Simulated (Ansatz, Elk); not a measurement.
# How far do independent atoms describe CdMo3?

Structure refinements treat a crystal as free atoms side by side. For a made-up structure of CdMo3 (cell and positions from a r2SCAN relaxation) the runs below show what the calculated density changes in F(hkl).

Main program and level: Elk 11.2.3 (patched build); DFT, PBE, all-electron APW+lo, Dirac cores, scalar-relativistic bands, static density, no spin.

The structure was built from a prototype and need not be the compound's stable phase.

**1. The starting structure**

Symmetry: Pm-3n, No. 223, cubic system. Conventional cell: a = 5.066 Å, b = 5.066 Å, c = 5.066 Å, α = 90.00°, β = 90.00°, γ = 90.00°. Nearest to Cd lie 12 Mo at 2.83 Å. Mo has 2 Mo at 2.53 Å and 4 Cd at 2.83 Å nearest. Farther neighbours are not listed.

**2. Ground state and structure factors**

An all-electron density is needed, since X-rays see the cores too. Task 0 finds the density and task 195 Fourier-transforms it; tshift is off so that phases refer to the origin typed.

elk.in reads:

```
tasks
  0
  195

xctype
  20

spinpol
  .false.

rgkmax
  7.0

gmaxvr
  14.0

lmaxo
  7

lmaxapw
  8

swidth
  0.002

tshift
  .false.

ramdisk
  .false.

hmaxvr
  5.5

maxscl
  120

epspot
  1e-06

sppath
  './'

avec
  9.57358206493 -0.00000000000 -0.00000000000
  -0.00000000000 9.57358206493 0.00000000000
  -0.00000000000 0.00000000000 9.57358206493

atoms
  2
  'Cd.in'
  2
  0.5000000000 0.5000000000 0.5000000000   0.000000 0.000000 0.000000
  -0.0000000000 0.0000000000 0.0000000000   0.000000 0.000000 0.000000
  'Mo.in'
  6
  -0.0000000000 0.5000000000 0.2500000000   0.000000 0.000000 0.000000
  -0.0000000000 0.5000000000 0.7500000000   0.000000 0.000000 0.000000
  0.5000000000 0.2500000000 -0.0000000000   0.000000 0.000000 0.000000
  0.7500000000 0.0000000000 0.5000000000   0.000000 0.000000 0.000000
  0.5000000000 0.7500000000 0.0000000000   0.000000 0.000000 0.000000
  0.2500000000 -0.0000000000 0.5000000000   0.000000 0.000000 0.000000

ngridk
  5 5 5
```

The run is started by

```
$ OMP_NUM_THREADS=4 elk
```

Numbers of over 12 decimals in the logs are rounded to 6 here.

The program printed:

```text
┌─────────────────────────┐
│ Elk code version 11.2.3 │
└─────────────────────────┘

All units are atomic (Hartree, Bohr, etc.)

┌─────────────────────────────────────────────────┐
│ Ground-state run starting from atomic densities │
└─────────────────────────────────────────────────┘

Lattice vectors :
   9.573582065      -0.000000000      -0.000000000
  -0.000000000       9.573582065       0.000000000
  -0.000000000       0.000000000       9.573582065

Reciprocal lattice vectors :
  0.6563045331       0.000000000       0.000000000
   0.000000000      0.6563045331       0.000000000
   0.000000000       0.000000000      0.6563045331

Unit cell volume      :    877.4520506
Brillouin zone volume :   0.2826937532

Muffin-tin inner radius fraction :   0.1000000000E-01

Nuclei treated as point charges

Species : 1 (Cd)
 parameters loaded from : Cd.in
 name : cadmium
 nuclear charge    :   -48.00000000
 electronic charge :    48.00000000
 atomic mass :    204912.7176
 muffin-tin radius :    2.600000000
 number of radial points in muffin-tin :   1193
 inner part over the whole radius :   0.9972693929E-02
 number on inner part of muffin-tin    :    850
 approximate nuclear radius :   0.8708852602E-04
 number of mesh points to nuclear radius :    426
 atomic positions (lattice), magnetic fields (Cartesian) :
  1 :   0.50000000  0.50000000  0.50000000    0.00000000  0.00000000  0.00000000
  2 :   0.00000000  0.00000000  0.00000000    0.00000000  0.00000000  0.00000000

Species : 2 (Mo)
 parameters loaded from : Mo.in
 name : molybdenum
 nuclear charge    :   -42.00000000
 electronic charge :    42.00000000
 atomic mass :    174887.9214
 muffin-tin radius :    2.368395516
 number of radial points in muffin-tin :   1193
 inner part over the whole radius :   0.9901741057E-02
 number on inner part of muffin-tin    :    846
 approximate nuclear radius :   0.8334154960E-04
 number of mesh points to nuclear radius :    422
 atomic positions (lattice), magnetic fields (Cartesian) :
  1 :   0.00000000  0.50000000  0.25000000    0.00000000  0.00000000  0.00000000
  2 :   0.00000000  0.50000000 -0.25000000    0.00000000  0.00000000  0.00000000
  3 :   0.50000000  0.25000000  0.00000000    0.00000000  0.00000000  0.00000000
  4 :  -0.25000000  0.00000000  0.50000000    0.00000000  0.00000000  0.00000000
  5 :   0.50000000 -0.25000000  0.00000000    0.00000000  0.00000000  0.00000000
  6 :   0.25000000  0.00000000  0.50000000    0.00000000  0.00000000  0.00000000

Total number of atoms per unit cell :    8
Total muffin-tin volume :    481.1336907
 ratio of muffin-tin to unit cell volume :   0.5483304648

Spin treatment :
 spin-unpolarised

Number of Bravais lattice symmetries :   48
Number of crystal symmetries         :   48
Crystal has inversion symmetry
Real symmetric eigensolver will be used

k-point grid :      5     5     5
k-point offset :    0.000000000       0.000000000       0.000000000
k-point set is reduced with full crystal symmetry group
Total number of k-points :       10

Muffin-tin radius times maximum |G+k| :    7.000000000
 using average radius
Maximum |G+k| for APW functions       :    2.885055311
Maximum (1/2)|G+k|²                   :    4.161772075
Maximum |G| for potential and density :    14.00000000
Constant for pseudocharge density :    9
 order of it for each species :   16  16
 order of it for pair densities of each species (exact exchange by exxq0 0: 17) :   11   9
Radial integration step length :    1

G-vector grid sizes :     45    45    45
Number of G-vectors :    40651

Maximum angular momentum used for
 APW functions            :    8
 outer part of muffin-tin :    7
 inner part of muffin-tin :    2

Total nuclear charge    :   -348.0000000
Total core charge       :    228.0000000
Total valence charge    :    120.0000000
Total excess charge     :    0.000000000
Total electronic charge :    348.0000000

Effective Wigner radius, rₛ :   0.8443422342

Number of empty states         :     32
[...]
Madelung                    :     -42986.174406865
 xc potential                :     -1352.9817607998
 exchange                    :     -1032.7308738577
 correlation                 :     -18.432538768509
 electron entropic           :    -0.10405781405293E-02
 total energy                :     -35492.600177600

Density of states at Fermi energy :    71.96982089
 (states/Hartree/unit cell)

Estimated indirect band gap :   0.5205137638E-02
 from k-point 10 to k-point 6
Estimated direct band gap   :   0.9175822835E-02
 at k-point 6

Charges :
 core                        :    228.0000000
 valence                     :    120.0000000
 interstitial                :    16.48686463
 muffin-tins (core leakage)
  species : 1 (Cd)
[...]
species : 2 (Mo)
[...]
total in muffin-tins        :    331.5131354
 total calculated charge     :    347.9979359
 total charge                :    348.0000000
 error                       :   0.2064120296E-02

RMS change in Kohn-Sham potential (target) :   0.1268364676     (  0.1000000000E-05)
Absolute change in total energy (target)   :   0.3130747954     (  0.1000000000E-03)

[... loops 3 to 15 left out ...]

┌──────────────────┐
│ Loop number : 16 │
└──────────────────┘

Energies :
 Fermi                       :     0.418754
 sum of occupied eigenvalues :     -21130.515710181
 electron kinetic            :      36924.925449851
 core electron kinetic       :      35976.125086899
 Coulomb                     :     -71361.307439141
 Coulomb potential           :     -56682.373080632
 nuclear-nuclear             :     -4564.8849339642
 electron-nuclear            :     -77044.165807109
 Hartree                     :      10247.743301931
 Madelung                    :     -43020.120898825
 xc potential                :     -1373.0680794002
 exchange                    :     -1034.6107794142
 correlation                 :     -18.421530413467
 electron entropic           :    -0.18597351817569E-02
 total energy                :     -35489.416158853

Density of states at Fermi energy :    139.2450074
 (states/Hartree/unit cell)

Estimated indirect band gap :   0.4494228265E-02
 from k-point 9 to k-point 9
Estimated direct band gap   :   0.4494228265E-02
 at k-point 9

Charges :
 core                        :    228.0000000
 valence                     :    120.0000000
 interstitial                :    15.01045327
 muffin-tins (core leakage)
  species : 1 (Cd)
[...]
species : 2 (Mo)
[...]
total in muffin-tins        :    332.9895467
 total calculated charge     :    347.9980144
 total charge                :    348.0000000
 error                       :   0.1985560894E-02

RMS change in Kohn-Sham potential (target) :   0.9777881730E-07 (  0.1000000000E-05)
Absolute change in total energy (target)   :   0.4915673344E-04 (  0.1000000000E-03)

Convergence targets achieved

┌──────────────────┐
│ Loop number : 17 │
└──────────────────┘

Energies :
 Fermi                       :     0.418754
 sum of occupied eigenvalues :     -21130.515686631
 electron kinetic            :      36924.925462807
 core electron kinetic       :      35976.125102136
 Coulomb                     :     -71361.307429540
 Coulomb potential           :     -56682.373078921
 nuclear-nuclear             :     -4564.8849339642
 electron-nuclear            :     -77044.165790864
 Hartree                     :      10247.743295289
 Madelung                    :     -43020.120890079
 xc potential                :     -1373.0680705162
 exchange                    :     -1034.6107791496
 correlation                 :     -18.421530335733
 electron entropic           :    -0.18597374244251E-02
 total energy                :     -35489.416135956

Density of states at Fermi energy :    139.2452032
 (states/Hartree/unit cell)

Estimated indirect band gap :   0.4494207070E-02
 from k-point 9 to k-point 9
Estimated direct band gap   :   0.4494207070E-02
 at k-point 9

Charges :
 core                        :    228.0000000
 valence                     :    120.0000000
 interstitial                :    15.01045083
 muffin-tins (core leakage)
  species : 1 (Cd)
[...]
species : 2 (Mo)
[...]
atom 4                    :    39.77955563     (  0.1633166097E-05)
   atom 5                    :    39.77955563     (  0.1633166097E-05)
   atom 6                    :    39.77955563     (  0.1633166097E-05)
 total in muffin-tins        :    332.9895492
 total calculated charge     :    347.9980144
 total charge                :    348.0000000
 error                       :   0.1985560066E-02

┌──────────────────────────────┐
│ Self-consistent loop stopped │
└──────────────────────────────┘

Warning : core states of species 1 leak from the muffin-tin :   0.2505983207E-03

Wrote STATE.OUT
```

The job ended after 49 s (4 threads of Arm Neoverse V1, shared host; peak memory 0.27 GiB; 2 min of CPU time).

SFACRHO.OUT:

```text

h k l indices transformed by vhmat matrix:
   1.000000000       0.000000000       0.000000000    
   0.000000000       1.000000000       0.000000000    
   0.000000000       0.000000000       1.000000000    

      h      k      l  multipl.   |H|            Re(F)            Im(F)           |F|

      0      0      0      1   0.0000000       348.00000      0.45574467E-16   348.00000    
      0      0      1      6  0.65630453      0.60885467E-14  0.15146991E-13  0.16324881E-13
      0     -1      1     12  0.92815477       12.140799      0.43936184E-14   12.140799    
     -1     -1     -1      8   1.1367528      0.23700249E-14 -0.12177093E-13  0.12405588E-13
      0      0     -2      6   1.3126091       144.08077      0.24927603E-13   144.08077    
     -1     -2      0     12   1.4675415       127.30808      0.12177093E-13   127.30808    
      1      0     -2     12   1.4675415      -127.30808     -0.12177093E-13   127.30808    
     -2      1      1     24   1.6076112       134.29641      0.25360367E-14   134.29641    
     -2      2      0     12   1.8563095       10.388697     -0.33933688E-13   10.388697    
     -2      1     -2     24   1.9689136      0.60885467E-14 -0.45899333E-13  0.46301395E-13
     -3      0      0      6   1.9689136     -0.11342267E-13 -0.36531280E-13  0.38251555E-13
      0      3     -1     12   2.0754172       9.2798369     -0.15594473E-13   9.2798369    
      1     -3      0     12   2.0754172       9.2798369     -0.12177093E-13   9.2798369    
      3     -1      1     24   2.1767159     -0.27533568E-14  0.12177093E-13  0.12484493E-13
      2      2      2      8   2.2735056      -98.159506      0.40391121E-13   98.159506    
      0      3     -2     12   2.3663396       105.01174     -0.14879686E-13   105.01174    
     -3      0      2     12   2.3663396      -105.01174     -0.91328200E-14   105.01174    
     -3      1      2     24   2.4556667       111.14171     -0.91328200E-14   111.14171
```

Elk indexes on the primitive cell of elk.in and gives |H| = 4π sin θ/λ in inverse bohr. Below, one row stands for each form hkl of the conventional cell (m members, Friedel mates merged), F is for one primitive cell and the density is static (no thermal factor). Free-atom factors are Waasmaier and Kirfel's, and R is Σm||F|−|F'||/Σm|F|.

| hkl | m | sin θ/λ (Å⁻¹) | abs F, DFT | neutral atoms | diff. |
| --- | --- | --- | --- | --- | --- |
| 100 | 6 | 0.099 | 0.000 | 0.000 | +0.000 |
| 110 | 12 | 0.140 | 12.141 | 12.154 | -0.013 |
| 111 | 8 | 0.171 | 0.000 | 0.000 | +0.000 |
| 200 | 6 | 0.197 | 144.081 | 144.804 | -0.723 |
| 210 | 24 | 0.221 | 127.308 | 128.500 | -1.192 |
| 211 | 24 | 0.242 | 134.296 | 135.131 | -0.835 |
| 220 | 12 | 0.279 | 10.389 | 10.072 | +0.317 |
| 221 | 24 | 0.296 | 0.000 | 0.000 | +0.000 |
| 300 | 6 | 0.296 | 0.000 | 0.000 | +0.000 |
| 310 | 24 | 0.312 | 9.280 | 9.442 | -0.162 |
| 311 | 24 | 0.327 | 0.000 | 0.000 | +0.000 |
| 222 | 8 | 0.342 | 98.159 | 97.876 | +0.284 |
| 320 | 24 | 0.356 | 105.012 | 104.606 | +0.406 |
| 321 | 48 | 0.369 | 111.142 | 110.968 | +0.174 |
| 400 | 6 | 0.395 | 207.083 | 206.019 | +1.064 |
| 410 | 24 | 0.407 | 0.108 | 0.000 | +0.108 |
| 322 | 24 | 0.407 | 0.000 | 0.000 | +0.000 |
| 330 | 12 | 0.419 | 7.147 | 7.391 | -0.244 |
| 411 | 24 | 0.419 | 7.087 | 7.391 | -0.304 |
| 331 | 24 | 0.430 | 0.000 | 0.000 | +0.000 |
| 420 | 24 | 0.441 | 100.834 | 100.276 | +0.558 |
| 421 | 48 | 0.452 | 92.509 | 92.074 | +0.435 |

**3. The highest occupied states alone**

An energy window below the Fermi level keeps the highest occupied states, to see at which angles they scatter; shallow core shells can lie inside it and anion s states outside. No new self-consistency is needed.

elk.in: that of step 2 with these lines changed.

```diff
@@ -1,3 +1,2 @@
 tasks
-  0
   195
@@ -40,2 +39,5 @@
 
+wsfac
+  0.051260 0.718750
+
 sppath
```

The run is started by

```
$ OMP_NUM_THREADS=4 elk
```

The program printed:

```text
┌─────────────────────────────────┐
│ Elk code version 11.2.3 started │
└─────────────────────────────────┘

Info(readinput): the functional depends on the density's gradient
 muffin-tin radial points multiplied by    2.00000
 (not where nrmtscf is given)

┌────────────────────┐
│ Current task : 195 │
└────────────────────┘
Info(checkmt): changed muffin-tin radius of species 2 (Mo) from   2.6000 to   2.3684

Info(sfacrho): density structure factors written to SFACRHO.OUT

 Energy window :   0.5126000000E-01  0.7187500000

┌──────────────────┐
│ Elk code stopped │
└──────────────────┘
```

Elapsed: 22 s, on 4 threads; peak memory 0.17 GiB.

States within 10 eV below the Fermi level hold 60.00 electrons; any levels below the window count with the cores. Their amplitudes can exceed the total, where window and core parts have opposite phase:

| hkl | sin θ/λ (Å⁻¹) | abs F, window | abs F, all |
| --- | --- | --- | --- |
| 100 | 0.099 | 0.000 | 0.000 |
| 110 | 0.140 | 10.511 | 12.141 |
| 111 | 0.171 | 0.000 | 0.000 |
| 200 | 0.197 | 13.970 | 144.081 |
| 210 | 0.221 | 3.423 | 127.308 |
| 211 | 0.242 | 9.867 | 134.296 |
| 220 | 0.279 | 6.084 | 10.389 |
| 221 | 0.296 | 0.000 | 0.000 |
| 300 | 0.296 | 0.000 | 0.000 |
| 310 | 0.312 | 4.576 | 9.280 |

**4. Another functional**

The difference from free atoms is small, so it is set against the change that PBEsol makes.

elk.in: that of step 3 with these lines changed.

```diff
@@ -1,2 +1,3 @@
 tasks
+  0
   195
@@ -4,3 +5,3 @@
 xctype
-  20
+  22
 
@@ -39,5 +40,2 @@
 
-wsfac
-  0.051260 0.718750
-
 sppath
```

The run is started by

```
$ OMP_NUM_THREADS=4 elk
```

The program printed:

```text
┌─────────────────────────┐
│ Elk code version 11.2.3 │
└─────────────────────────┘

All units are atomic (Hartree, Bohr, etc.)

┌─────────────────────────────────────────────────┐
│ Ground-state run starting from atomic densities │
└─────────────────────────────────────────────────┘

Lattice vectors :
   9.573582065      -0.000000000      -0.000000000
  -0.000000000       9.573582065       0.000000000
  -0.000000000       0.000000000       9.573582065

Reciprocal lattice vectors :
  0.6563045331       0.000000000       0.000000000
[...]
muffin-tins (core leakage)
  species : 1 (Cd)
[...]
species : 2 (Mo)
[...]
atom 5                    :    39.77350216     (  0.1642042360E-05)
   atom 6                    :    39.77350216     (  0.1642042360E-05)
 total in muffin-tins        :    332.9664720
 total calculated charge     :    347.9979982
 total charge                :    348.0000000
 error                       :   0.2001756273E-02

┌──────────────────────────────┐
│ Self-consistent loop stopped │
└──────────────────────────────┘

Warning : core states of species 1 leak from the muffin-tin :   0.2533382803E-03

Wrote STATE.OUT
[key lines of the parts left out:]
total energy                :     -35471.336704270
```

Run time: 51 s. Hardware: 4 threads; peak memory 0.28 GiB; 2.1 min of CPU time.

Against the first run R = 0.02 %; the largest change is -0.042 at 211.

**5. A coarser k-mesh**

About half the k-points along each axis test the sampling.

elk.in: that of step 4 with these lines changed.

```diff
@@ -5,3 +5,3 @@
 xctype
-  22
+  20
 
@@ -64,2 +64,2 @@
 ngridk
-  5 5 5
+  2 2 2
```

The run is started by

```
$ OMP_NUM_THREADS=4 elk
```

The program printed:

```text
┌─────────────────────────┐
│ Elk code version 11.2.3 │
└─────────────────────────┘

All units are atomic (Hartree, Bohr, etc.)

┌─────────────────────────────────────────────────┐
│ Ground-state run starting from atomic densities │
└─────────────────────────────────────────────────┘

Lattice vectors :
   9.573582065      -0.000000000      -0.000000000
  -0.000000000       9.573582065       0.000000000
  -0.000000000       0.000000000       9.573582065

Reciprocal lattice vectors :
  0.6563045331       0.000000000       0.000000000
[...]
muffin-tins (core leakage)
  species : 1 (Cd)
[...]
species : 2 (Mo)
[...]
atom 5                    :    39.78335752     (  0.1636121635E-05)
   atom 6                    :    39.78335752     (  0.1636121635E-05)
 total in muffin-tins        :    333.0096762
 total calculated charge     :    347.9981622
 total charge                :    348.0000000
 error                       :   0.1837833715E-02

┌──────────────────────────────┐
│ Self-consistent loop stopped │
└──────────────────────────────┘

Warning : core states of species 1 leak from the muffin-tin :   0.2511125507E-03

Wrote STATE.OUT
[key lines of the parts left out:]
total energy                :     -35489.366042954
```

It took 37 s on 4 threads; peak memory 0.24 GiB; 70 s of CPU time.

Against the first run R = 0.03 %; the largest change is +0.190 at 200.

**6. Settings against the effect**

| run | R against the first run (%) | R against neutral atoms, low angle (%) | wall time |
| --- | --- | --- | --- |
| PBE, rgkmax 7 | 0.00 | 0.77 | 49 s |
| PBEsol | 0.02 | 0.79 | 51 s |
| k-mesh 2×2×2 | 0.03 | 0.78 | 37 s |

**7. Outcome**

- R against neutral atoms, sin θ/λ < 0.3 Å⁻¹: 0.77 %
- R against neutral atoms, 0.3 to 0.83 Å⁻¹: 0.34 %

**Reading.** Independent neutral atoms miss the calculated amplitudes by R = 0.77 % below 0.3 Å⁻¹ and 0.34 % from there to 0.83 Å⁻¹; by shells, 0.11 % below 0.15 Å⁻¹ (1 form), 0.78 % 0.15 to 0.3 (4 forms), 0.44 % 0.3 to 0.45 (9 forms), 0.32 % above 0.45 (55 forms). Bonding, aspherical density and the tables' own atoms all enter these figures, and the runs don't part them. The largest change of an amplitude is -1.19 electrons, at 210. Weak lines can change much in proportion: 410 goes from 0.00 to 0.11. The window's part falls from 60.0 electrons at the origin to at most 0.99 between 0.45 and 0.83 Å⁻¹, where compact states inside the window still scatter. Below 0.3 Å⁻¹ the changes that finished (PBEsol and k-mesh 2×2×2) move F by R = 0.05 % at most, against the 0.77 % that separates it from free atoms. The basis has no finished test. These runs have no spin, though d or f shells may be open. Part of the difference isn't bonding: the tables are fits to free atoms and ions calculated by other methods than this functional. Thermal motion, anomalous dispersion and extinction are left out.

[Logs are printed without paths, hosts, clocks, repeated set-up lines and the standing remarks that a program may print on its own settings, such as how far it seeks lower states.]

[Hosts, paths, dates, database ids (printed as entryN), source tags and the programs' standing remarks are cut or masked in the printed files.]
